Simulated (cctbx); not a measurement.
# Solving a structure by charge flipping

Cell a = 4.0380 Å, b = 10.0930 Å, c = 6.9210 Å, α = 90.00°, β = 90.00°, γ = 90.00°; space group Cmcm (no. 63); content Ce4 Zn4 V8.

The data are simulated with cctbx, not measured: Mo Kα, λ = 0.71073 Å, to d = 0.65 Å, 80 % of the full sphere, strongest reflection 40000 counts, noise from counting, a 1.5 % proportional error and a noise floor of 8 counts (s.d.); no absorption, and some extinction, which the refinements don't model.

Charge flipping in P1 on plain amplitudes to 0.9 Å, δ = 1 σ, 30 % of the reflections treated as weak, 200 cycles:

```text
cycle      R  skewness
    0  0.575     0.41
   16  0.366     3.84
   32  0.335     4.16
   48  0.278     3.99
   64  0.314     4.14
   80  0.284     4.19
   96  0.290     4.16
  112  0.323     4.00
  128  0.292     4.00
  144  0.296     4.11
  160  0.291     4.11
  176  0.296     3.91
  192  0.315     4.14
origin shift          correlation  skewness
 0.292  0.109  0.027      0.966      5.19
 0.297  0.474  0.029      0.954      5.59
 0.304  0.256  0.026      0.881      3.46
 0.259  0.335  0.030      0.811      2.62
taken: symmetry correlation 0.954, skewness 5.59
peak      x       y       z  mult  height/sigma
Q1    0.0000  0.0656  0.7500    4     15.4
Q2    0.0000  0.2090  0.2500    4      7.1
Q3    0.0000  0.3399  0.5652    8      3.8
Q4    0.0000  0.2952  0.7500    4      1.9
Q5    0.0000  0.3463  0.2500    4      1.8
Q6    0.0000  0.0000  0.0000    4      1.7
Q7    0.0000  0.2412  0.0689    8      1.5
Q8    0.1587  0.0401  0.2500    8      1.1
```

The origin is taken among those within 0.04 of the best correlation, by the skewness of the map.

It took 0.43 s on 1 thread of Arm Neoverse N1, on a shared host, peak memory 0.07 GiB.

**Question.** Which peaks are atoms, and which elements?

Heights go roughly as Z and multiplicities must add up to the content. First model: Q1 = Ce1 (4 in the cell, height 15.4), Q2 = Zn1 (4 in the cell, height 7.1) and Q3 = V1 (8 in the cell, height 3.8). Against the true structure, Q1 is Ce, Q2 is Zn and Q3 is V; the other peaks are not atoms.

Least squares on F², isotropic:

```text
Rint 0.017, 326 unique reflections to 0.65 A
cycle     R1     wR2    GooF  max shift (A)
   1  0.2615  0.5074  34.591   0.08574
   2  0.0068  0.0146   0.993   0.00007
final R1 0.0068 wR2 0.0146 GooF 0.993  parameters 7  data/parameter 46.6
atom        x        y        z      Ueq    occ   su(xyz)  su(Uiso or U11)
Ce1    0.00000  0.05768  0.75000   0.0078  1.000  0.00001  0.0000
Zn1    0.00000  0.21750  0.25000   0.0128  1.000  0.00003  0.0001
V1     0.00000  0.34012  0.55620   0.0117  1.000  0.00004  0.0001
difference map: max 0.51 min -0.54 rms 0.13
Q1    0.0000  0.0134  0.1507    8    0.52  0.99 A from Ce1
Q2    0.0000  0.3258  0.2500    4    0.44  1.09 A from Zn1
Q3    0.1308  0.2867  0.0901   16    0.41  1.26 A from V1
Q4    0.0000  0.3963  0.6503    8    0.39  0.86 A from V1
Q5    0.1950  0.3848  0.6472   16    0.39  1.10 A from V1
```

Anisotropic refinement:

```text
Rint 0.017, 326 unique reflections to 0.65 A
cycle     R1     wR2    GooF  max shift (A)
   1  0.0068  0.0146   1.006   0.00002
   2  0.0068  0.0145   1.002   0.00000
final R1 0.0068 wR2 0.0145 GooF 1.002  parameters 14  data/parameter 23.3
atom        x        y        z      Ueq    occ   su(xyz)  su(Uiso or U11)
Ce1    0.00000  0.05768  0.75000   0.0078  1.000  0.00001  0.0000
Zn1    0.00000  0.21750  0.25000   0.0128  1.000  0.00003  0.0001
V1     0.00000  0.34012  0.55620   0.0117  1.000  0.00004  0.0001
difference map: max 0.51 min -0.55 rms 0.13
Q1    0.0000  0.0138  0.1502    8    0.52  1.00 A from Ce1
Q2    0.0000  0.3259  0.2500    4    0.44  1.09 A from Zn1
Q3    0.1306  0.2867  0.0901   16    0.41  1.26 A from V1
Q4    0.1955  0.3850  0.6474   16    0.39  1.11 A from V1
Q5    0.0000  0.3961  0.6498    8    0.38  0.86 A from V1
Q6    0.1904  0.1561  0.1947   16    0.38  1.06 A from Zn1
```

**Reading.** The refinement ends at R1 = 0.0068, wR2 = 0.0145, GooF = 1.00, with difference density between -0.55 and 0.51 e/Å³. Every site matches the true model in element, within 0.001 Å r.m.s., up to an allowed shift of origin.

True model:

```
atom  mult.    x       y       z  Ueq (Å²)
 Ce1      4    0  0.0577     1/4    0.0079
 Zn1      4  1/2  0.2825     1/4    0.0129
  V1      8    0  0.3401  0.0562    0.0118
```

This is a model crystal, built by substitution and not relaxed, with assumed displacement parameters.

[Middle refinement cycles are left out of these outputs.]

[Logs are printed without paths, hosts, clocks, repeated set-up lines and the standing remarks that a program may print on its own settings, such as how far it seeks lower states.]
